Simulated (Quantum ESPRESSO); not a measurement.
# Energy and gap at +3 % biaxial strain: F-SiSi-F chair, 1 layer

Method. Quantum ESPRESSO 7.5 driven by ASE, PBE, GBRV ultrasoft, ESM (bc1); atomic heights clamped; cell area 13.635 Å² at zero strain.

| strain (%) | energy (meV a cell) | gap on the mesh (eV) |
| --- | --- | --- |
| −3 | 57.80 | 0.530 |
| −1.5 | 13.34 | 0.618 |
| 0 | 0.00 | 0.688 |
| +1.5 | 13.89 | 0.736 |

One more run was made and is withheld. What are energy and gap at +3 %, and how stiff is the sheet?

By hand: About zero, E'' = (13.34 + 13.89 − 2 × 0.00)/1.5² = 12.10 meV per %² and E' = (13.89 − 13.34)/3 = 0.18 meV per %. With E = A K ε², where K = (C11 + C22)/2 + C12 (C11 + C12 for a hexagonal sheet), K = 12.10 × 10/(2 × 13.635) × 16.02 = 71 N/m. The parabola gives E(+3 %) = 0.00 + 3 × (0.18) + 4.5 × 12.10 = 55.0 meV. Continuing the last slope, the gap is 2 × 0.736 − 0.688 = 0.784 eV.

What the calculation gave: E = 51.2 meV and the gap 0.761 eV. The parabola misses by +3.8 meV, too high, since bonds soften under tension. The gap's line misses by +0.023 eV.

**Limits.** Clamped heights stiffen sheets with several planes. Semilocal gap, no spin-orbit coupling.
